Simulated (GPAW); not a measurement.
## In2O3 (R-3c): one start, several treatments of the self-energy

Wanted: the gap of In2O3 (R-3c) under several approximations, with cost.

Program: GPAW 26.7.0. Level of theory: LDA and many-body steps on it, plane waves. Results are calculated unless marked as measured.

**What was measured.**

- Gap 3.08 eV: optical gap from linear extrapolation of the absorption edge; UV-visible absorption, Tauc-type extrapolation; powder (hydrothermally grown microspheres, annealed at 400 C) (“Fabrication and performance enhancement of an In2O3/BiVO4 heterojunction for N-butanol gas sensing applications”, 2024, pmc:11650617).

This is a report of a sequence of runs, with most program output left out.

### Step 1. Set-up

The structure is trigonal, space group R-3c (No. 167). The conventional cell has a = 5.487 Å, b = 5.487 Å, c = 14.510 Å, α = 90.00°, β = 90.00°, γ = 120.00°. In has 6 O at 2.12 to 2.26 Å nearest. O has 4 In at 2.12 to 2.26 Å nearest. Farther neighbours and most contacts between anions are not listed.

Structure file:

```xyz
10
Lattice="2.7435 1.5840 4.8367 -2.7435 1.5840 4.8367 0.0000 -3.1679 4.8367" Properties=species:S:1:pos:R:3 pbc="T T T"
In    0.0000    0.0000    5.1846
In    0.0000    0.0000    2.0704
In    0.0000    0.0000    9.3254
In    0.0000    0.0000   12.4396
O    -1.1084    1.5840    8.4642
O    -0.8176   -1.7519    8.4642
O     1.9259    0.1679    8.4642
O     1.1084   -1.5840    6.0458
O     0.8176    1.7519    6.0458
O    -1.9259   -0.1679    6.0458
```

The cell and positions come from the Crystallography Open Database and are kept as given unless a step says otherwise. This is not the form that In2O3 usually takes at ambient conditions.

### Step 2. Empty states on the mesh, 2×2×2 mesh, 160 bands

This step: GPAW 26.7.0; DFT, LDA, plane waves, PAW.

The sums over transitions need many empty states on a uniform mesh; this step solves for them.

run.py

```python
import json
import numpy as np
from gpaw.mpi import world
from gpaw import GPAW

calc = GPAW('gs.gpw').fixed_density(kpts={'size': (2, 2, 2), 'gamma': True},
    nbands=186,
    convergence={'bands': 160},
    txt='nscf.txt')
calc.write('full.gpw', mode='all')
res = {}
kpts = calc.get_ibz_k_points()
res['kpts'] = kpts
res['eigenvalues'] = [calc.get_eigenvalues(kpt=k) for k in range(len(kpts))]
res['n_electrons'] = calc.get_number_of_electrons()

if world.rank == 0:
    with open('result.json', 'w') as f:
        json.dump(res, f, default=lambda x: x.tolist())
```

Run with:

```bash
$ mpirun -n 4 gpaw python run.py
```

Elapsed: 34 s, on 4 MPI ranks of Arm Neoverse V2, shared host; peak memory 1.2 GiB; 2.2 min of CPU time.

Numbers from this step:

```yaml
gap: 1.217 eV
k_of_the_valence_top: 0, 0, 0
k_of_the_conduction_bottom: 0, 0, 0
least_direct_gap: 1.217 eV
k_points_computed: 4
lowest_point_of_the_top_converged_band_above_the_valence_top: 48.97 eV
```

On this mesh the gap is 1.217 eV.

### Step 3. G0W0, Godby-Needs plasmon pole

G0W0 replaces the xc potential by the self-energy, built once from these orbitals. Only a window of levels is corrected, while the sums run over the empty bands that the input names.

This step: G0W0 on LDA, plane waves, PAW.

run.py

```python
import json
import numpy as np
from gpaw.mpi import world
from gpaw.response.g0w0 import G0W0

gw = G0W0('full.gpw',
    filename='gw',
    kpts=[0],
    bands=(42, 46),
    ecut=65,
    nbands=150,
    integrate_gamma='WS',
    ppa=True)
gw.calculate()
res = {mode: {k: v for k, v in r.items() if k != 'sigma_eskwn'}
       for mode, r in gw.all_results.items()}

if world.rank == 0:
    with open('result.json', 'w') as f:
        json.dump(res, f, default=lambda x: x.tolist())
```

Run with:

```bash
$ mpirun -n 4 gpaw python run.py
```

Elapsed: 29 s, on 4 MPI ranks; peak memory 1.6 GiB.

Numbers from this step:

* G0W0 gap on the points computed: 2.327 eV
* least direct G0W0 gap on the computed points: 2.327 eV
* Z at the valence top: 0.7759
* Z at the conduction bottom: 0.8287
* starting gap on the mesh: 1.217 eV
* k of the valence top: 0, 0, 0
* k of the conduction bottom: 0, 0, 0

The gap on the mesh goes from 1.22 eV to 2.33 eV, a correction of +1.11 eV.

### Step 4. G0W0, full frequency, Hilbert transform

run.py: that of step 3 with these lines changed.

```diff
@@ -12,3 +12,5 @@
     integrate_gamma='WS',
-    ppa=True)
+    frequencies={'type': 'nonlinear', 'domega0': 0.1, 'omega2': 15.0},
+    eta=0.1,
+    nblocksmax=True)
 gw.calculate()
```

Run with:

```bash
$ mpirun -n 4 gpaw python run.py
```

Elapsed: 55 s, on 4 MPI ranks; peak memory 1.7 GiB.

Numbers from this step:

```yaml
g0w0_gap_on_the_points_computed: 2.290 eV
least_direct_g0w0_gap_on_the_computed_points: 2.290 eV
z_at_the_valence_top: 0.7265
z_at_the_conduction_bottom: 0.7854
starting_gap_on_the_mesh: 1.217 eV
k_of_the_valence_top: 0, 0, 0
k_of_the_conduction_bottom: 0, 0, 0
```

Against G0W0 in GPAW (2×2×2 mesh, 150 bands, screening to 65 eV, Godby-Needs plasmon pole), the gap moves by −0.037 eV.

### Step 5. G0W0, multipole

run.py: that of step 4 with these lines changed.

```diff
@@ -12,5 +12,3 @@
     integrate_gamma='WS',
-    frequencies={'type': 'nonlinear', 'domega0': 0.1, 'omega2': 15.0},
-    eta=0.1,
-    nblocksmax=True)
+    mpa={'npoles': 4, 'wrange': [0, 40], 'varpi': 20.0, 'eta0': 0.01, 'eta_rest': 1.0, 'alpha': 1})
 gw.calculate()
```

Run with:

```bash
$ mpirun -n 4 gpaw python run.py
```

Elapsed: 33 s, on 4 MPI ranks; peak memory 1.6 GiB; 2.2 min of CPU time.

Numbers from this step:

| Quantity | Value |
| --- | --- |
| G0W0 gap on the points computed | 2.328 eV |
| least direct G0W0 gap on the computed points | 2.328 eV |
| starting gap on the mesh | 1.217 eV |
| k of the valence top | 0, 0, 0 |
| k of the conduction bottom | 0, 0, 0 |

Against G0W0 in GPAW (2×2×2 mesh, 150 bands, screening to 65 eV, Godby-Needs plasmon pole), the gap moves by +0.001 eV.

### Step 6. The runs together

Times are wall times on 4 MPI ranks of Arm Neoverse V2, shared host, good to a factor of about two.

| run | mesh | bands | screening cutoff (eV) | DFT gap (eV) | gap on the mesh (eV) | direct (eV) | time |
| --- | --- | --- | --- | --- | --- | --- | --- |
| G0W0, Godby-Needs plasmon pole | 2×2×2 | 150 | 65 | 1.217 | 2.327 | 2.327 | 29 s |
| G0W0, full frequency, Hilbert transform | 2×2×2 | 150 | 65 | 1.217 | 2.290 | 2.290 | 55 s |
| G0W0, multipole | 2×2×2 | 150 | 65 | 1.217 | 2.328 | 2.328 | 33 s |

### Step 7. Summary of results

| Quantity | Value |
| --- | --- |
| G0W0, Godby-Needs plasmon pole | 2.327 eV |
| G0W0, full frequency, Hilbert transform | 2.290 eV |
| G0W0, multipole | 2.328 eV |
| known limits | not at the basis limit; no spin-orbit coupling; coarse k mesh |

G0W0, full frequency, Hilbert transform: −0.037 eV against G0W0, Godby-Needs plasmon pole. G0W0, multipole: no change against G0W0, Godby-Needs plasmon pole. Against experiment, by G0W0, Godby-Needs plasmon pole: the gap of 2.33 eV lies −0.75 eV from the measured 3.08 eV (optical, 2024). An exciton line or allowed optical edge lies below the quasiparticle gap by the binding energy; a forbidden edge can push the onset above it. These are gaps on the mesh, at modest bands and cutoff. The calculation has static nuclei and no excitons; a measured gap holds zero-point and thermal motion, which mostly lowers it. Against the values above the computed gap that would widen the miss. An edge that is forbidden or weak in absorption could explain it, and so could too strong a screening: the start's gap is only 1.22 eV, the mesh is coarse, and one shot does not repair that. Bands and cutoff are finite, so the gap is not at the basis limit. The miss can reach some tenths of an eV and take either sign; the mesh is an error of its own. These stock PAW sets were not made for GW. In the G0W0 runs levels were corrected at 1 k point alone, so a gap called «on the mesh» is the least over those, and an edge elsewhere would be missed. The 2×2×2 mesh is coarse for this cell, which bears on the long-range parts of exchange and screening. The many-body steps are scalar-relativistic: spin-orbit coupling is not in them.

[Paths, hosts, dates, memory and timing lines, banners, echoed tables and standing remarks are left out of the program output.]

[Logs are printed without paths, hosts, clocks, repeated set-up lines and the standing remarks that a program may print on its own settings, such as how far it seeks lower states.]

[Runs of the session that timed out or met a known fault of the program may be left out.]

[Hosts, paths, dates, database ids (printed as entryN), source tags and the programs' standing remarks are cut or masked in the printed files.]
